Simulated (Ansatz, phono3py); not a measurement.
# Heat carried by phonons in LiF (Griceite, Fm-3m), part 6 of 6

How well does the lattice of LiF (Griceite) conduct heat?

Measurements to reproduce:
- thermal conductivity 17.6 W/m/K near room temperature (given in “Combining the AFLOW GIBBS and Elastic Libraries to efficiently and robustly screen thermo-mechanical properties of solids”, 2017, arXiv:1611.05714)
- thermal conductivity 17.6 W/m/K near room temperature (given in “Predicting the lattice thermal conductivity of solids by solving the Boltzmann transport equation: AFLOW - AAPL an automated, accurate and efficient framework”, 2017, arXiv:1611.05481)

Ansatz 0.2.0; DFT LDA, scalar-relativistic, plane waves, PAW.

So far, κ at 300 K (relaxation time) (W/m/K): step 7 (third-order constants and the Boltzmann equation, k-mesh …) 20.0. Also highest frequency (cm⁻¹): step 7 668. The relaxed cell has a = 3.909 Å (conventional setting).

### 8. Third-order constants and the Boltzmann equation, k-mesh 8×8×8, third order supercell 4×4×4 (continued)

Spectral kappa at 300 K, relaxation time (W/m/K/THz) against frequency; read off at these points:

frequency (THz), spectral kappa at 300 K, relaxation time (W/m/K/THz) and a bar:
```
     0.25       0.00 
     0.75       1.31 ##############
     1.25       2.59 ###########################
     1.75       0.60 ######
     2.25       1.85 ###################
     3.25       1.07 ###########
     3.75       1.15 ############
     4.25       1.31 ##############
     5.25       2.71 ############################
     5.75       2.38 #########################
     6.25       2.72 ############################
     6.75       2.91 ##############################
     7.25       2.62 ###########################
     7.75       2.61 ###########################
     8.75       2.21 #######################
     9.25       1.86 ###################
     9.75       1.27 #############
    10.75       0.94 ##########
    11.25       0.57 ######
    11.75       0.31 ###
    12.75       0.11 #
    13.25       0.05 #
    14.25       0.11 #
    14.75       0.11 #
    15.25       0.11 #
    16.25       0.08 #
    16.75       0.05 #
    17.25       0.03 
    18.25       0.02 
    18.75       0.01 
    19.75       0.00 
    20.25       0.00
```

Relaxation-time solution. The share of κ carried by shorter paths by mean free path:

```
mean free path (nm)  100 K  300 K  800 K
              0.316      0  0.002  0.022
              0.464      0  0.004  0.055
              0.681      0  0.009  0.101
                  1      0  0.023  0.161
               1.47      0  0.049  0.225
               2.15  0.001  0.087  0.309
               3.16  0.002  0.129  0.412
               4.64  0.005  0.194  0.562
               6.81  0.007  0.279  0.695
                 10  0.008   0.38  0.789
               14.7  0.011  0.533  0.858
               21.5   0.02  0.669  0.884
               31.6   0.06  0.771  0.902
               46.4  0.129  0.846   0.93
               68.1  0.208  0.874  0.934
                100  0.319  0.892  0.934
                147  0.437  0.923  0.948
                215  0.569  0.927  0.991
                316  0.667  0.927      1
                464  0.722  0.942      1
                681  0.751   0.99      1
               1000    0.8      1      1
               1470  0.854      1      1
               2150  0.867      1      1
               3160  0.893      1      1
               4640  0.932      1      1
               6810  0.977      1      1
              10000      1      1      1
```

300 K; a sample spread over frequency. Mode lifetimes, by row, the first 40 of 90 rows:

```
    q1      q2       q3  branch  frequency (THz)  rms speed (km/s)  three-phonon rate (1/ps)  isotope rate (1/ps)  lifetime (ps)  mean free path (nm)
     0       0    0.037       1            0.738              4.55                    0.0545              2.44e-7           18.3                 83.4
     0  0.0741   0.0741       3            2.777              7.16                     0.366              8.64e-5           2.74                 19.6
 0.037  0.0741   0.2222       1            3.694              4.03                      1.05              2.51e-4          0.954                 3.85
 0.037  0.1111   0.1481       3            4.383              6.88                     0.819              5.47e-4           1.22                 8.39
     0  0.1481   0.2593       1            4.871              3.53                     0.254              7.48e-4           3.93                 13.8
0.0741  0.1481   0.2963       2            5.204              4.42                      0.28              9.53e-4           3.56                 15.7
     0  0.1481   0.2963       2            5.585              4.12                     0.802              0.00116           1.25                 5.13
     0  0.2222   0.2963       2            5.852              3.52                     0.279              0.00145           3.57                 12.6
     0   0.037   0.3704       1            6.093               2.4                      1.12              0.00113           0.89                 2.14
0.0741  0.2222   0.4074       1            6.332              2.82                     0.718              0.00153           1.39                 3.92
 0.037  0.1111  -0.3333       1            6.496              2.18                       1.3              8.86e-4          0.769                 1.68
 0.037  0.2222  -0.2593       1            6.667              2.47                       1.4              7.83e-4          0.714                 1.77
     0   0.037   0.4444       2            6.791              1.69                       1.3              4.43e-4          0.771                 1.31
     0  0.2222   0.3704       2            6.919              3.64                     0.515              0.00201           1.93                 7.04
 0.037  0.2222  -0.1852       2            6.992              4.24                     0.139              0.00217           7.06                 29.9
0.0741  0.1481  -0.4444       1            7.111              0.86                      1.18              1.10e-4          0.848                0.732
     0  0.0741  -0.4815       2            7.204              1.76                      1.26              3.09e-5          0.796                  1.4
 0.037  0.1111  -0.4074       2            7.311              2.33                      1.14              4.73e-4          0.879                 2.05
     0  0.4074   0.4444       1            7.405              0.97                      0.15              0.00268           6.54                 6.36
0.1481  0.2963   0.4444       2            7.482              3.68                     0.143              0.00259           6.88                 25.3
0.0741  0.1481  -0.4815       2            7.558              2.66                      1.09              7.22e-4          0.913                 2.43
     0  0.1481   0.2593       3            7.622              5.38                     0.912              0.00569           1.09                 5.87
 0.037  0.1481  -0.4074       2            7.712              2.69                     0.985              5.08e-4           1.01                 2.73
0.0741  0.4444  -0.4815       2            7.831              1.88                     0.154              0.00206           6.41                   12
0.1111  0.2963   0.4815       2            7.948              3.22                     0.342              0.00137           2.92                 9.39
0.1111  0.4444  -0.3704       1            8.082                 2                     0.503              9.19e-4           1.98                 3.97
     0  0.1852  -0.3704       2             8.26              3.38                     0.628              5.91e-4           1.59                 5.38
0.1481  0.3333  -0.1852       2            8.418              3.32                     0.202              9.12e-4           4.94                 16.4
 0.037  0.4444  -0.4074       2            8.599              3.13                     0.254              7.93e-4           3.93                 12.3
0.0741  0.2593  -0.3333       2            8.807              3.03                     0.559              5.91e-4           1.79                  5.4
0.1481  0.4444  -0.3704       2            9.026              2.72                     0.253              5.58e-4           3.94                 10.7
     0  0.1852  -0.2222       3            9.255              3.68                      0.48              0.00181           2.08                 7.64
0.1852  0.4074  -0.2222       2            9.455              2.57                     0.325              4.92e-4           3.07                 7.89
 0.037  0.1481   0.3704       3             9.57              4.25                      0.46               0.0433           1.99                 8.43
 0.037  0.1852  -0.3333       3            9.625              0.72                     0.799                0.333          0.884                0.639
0.0741  0.2222   0.4074       3            9.694              3.12                      0.61               0.0671           1.48                 4.61
     0  0.2963  -0.3704       2            9.746              2.64                     0.584              0.00284            1.7                  4.5
     0       0   0.3333       3            9.799                 1                      0.84                0.308          0.871                 0.87
0.0741  0.1852  -0.4444       3            9.862              1.13                     0.852                0.371          0.817                0.926
     0  0.1111  -0.1111       4            9.928              0.33                      1.03                0.302          0.752                0.247
```

Without the LO-TO term. Gamma linewidths, by row:

```
branch  frequency (cm⁻¹)  three-phonon rate (1/ps)  isotope rate (1/ps)  FWHM (cm⁻¹)
     4             339.2                      1.31                0.316         8.64
     5             339.2                      1.31                0.316         8.64
     6             339.2                      1.31                0.316         8.64
```

W/m/K, third of the trace; RTA populations with a boundary rate v/L added to each mode (Matthiessen's rule). Kappa by grain size, by row:

```
T (K)   bulk  10 nm  30 nm  100 nm  300 nm  1000 nm  10000 nm  100000 nm
  100  96.75  7.916  17.88   35.51   54.02     71.2      90.2      95.87
  300  20.41  8.955  13.01   16.43   18.33     19.5     20.29      20.39
  600  9.727  5.918  7.524    8.63   9.197    9.523     9.704      9.725
```

W/m/K, third of the trace; RTA populations with the isotope rates scaled. Kappa by mass disorder, by row:

```
T (K)  no isotopes  as typed  variance x 3  variance x 10  variance x 30
  100        100.3     96.75         92.23          81.93          66.99
  300        20.85     20.41         19.83           18.7             17
  600        9.844     9.727         9.543          9.131          8.507
```

At 300 K the relaxation-time value is 20.7 W/(m K), 1.0 times that of the rung before.

### 9. Levels and costs side by side

Ladder, by row:

```
cells or q mesh  k mesh  pair cutoff  atoms in the supercell  q-mesh of the transport sums  κ at 300 K (relaxation time) (W/m/K)  κ at 300 K (full solution) (W/m/K)  core-minutes
          3x3x3   9x9x9        2.914                      54                      17×17×17                                 19.96                               21.91         117.8
          8x8x8   8x8x8        2.914                     128                      27×27×27                                 20.69                                   -         434.4
```

### 10. Outcome

| Quantity | Value |
| --- | --- |
| highest frequency | 668.2 cm⁻¹ |
| Debye temperature from the second moment | 679 K |
| κ at 300 K (relaxation time) | 20.69 W/m/K |
| mean free path at half of κ | 13.5 nm |
| share of κ above the three lowest branches | 0.092 |

**Reading.** The lattice of LiF (Griceite) conducts 20.7 W/(m K) at 300 K by LDA (mean over directions, relaxation-time solution). The full solution on the same constants gives 21.99. Above 300 K the relaxation-time κ falls as T^-1.00, near the 1/T law of three-phonon scattering. Grains of 100 nm would keep 80 % of the bulk value at 300 K, and grains of 1 µm 96 %. Removing the natural isotope disorder raises κ at 300 K by 2 %. The first rung (54 atoms, cutoff 2.91 Å) gave 20.0 W/(m K) by relaxation time for 0.27 times the cost of the last; the two share the cutoff and differ in supercell or meshes, so the cutoff itself is not tested. A measured thermal conductivity near room temperature is 17.6 W/m/K (arXiv:1611.05714); the calculated 22.0 W/m/K differs by +25 %. The relaxed cell is 9 % smaller in volume than the database cell, which stiffens most phonons and usually raises κ; no run here tested that. Four-phonon, defect and boundary scattering, which are left out, would lower the calculated value; thermal expansion is left out too. The last run computed the relaxation-time solution alone; it counts normal processes as resistive, so the full solution usually lies higher: phono3py's direct solution on these constants gave 21.99 W/(m K) on a 19×19×19 mesh, and that is the three-phonon value to set against a measurement. The sum rules changed one orbit of cubic constants by up to 6 %. The conductivities include the coherence part between close branches; the shares for grains, isotopes, branches and paths are of the relaxation-time populations alone. Cubic couplings among atoms farther apart than the pair cutoff are dropped, and neither the cutoff nor the q-mesh was shown to be converged here. The PAW files were made for PBE and are used here under another functional, for which the program regenerates the frozen cores. The cell of these runs is 9 % smaller in volume than the database cell; frequencies and all that rests on them shift with it.

[Logs are printed without paths, hosts, clocks, repeated set-up lines and the standing remarks that a program may print on its own settings, such as how far it seeks lower states.]

[Hosts, paths, dates, database ids (printed as entryN), source tags and the programs' standing remarks are cut or masked in the printed files.]

[A step with changed settings may run another functional than the one named; its input shows which.]
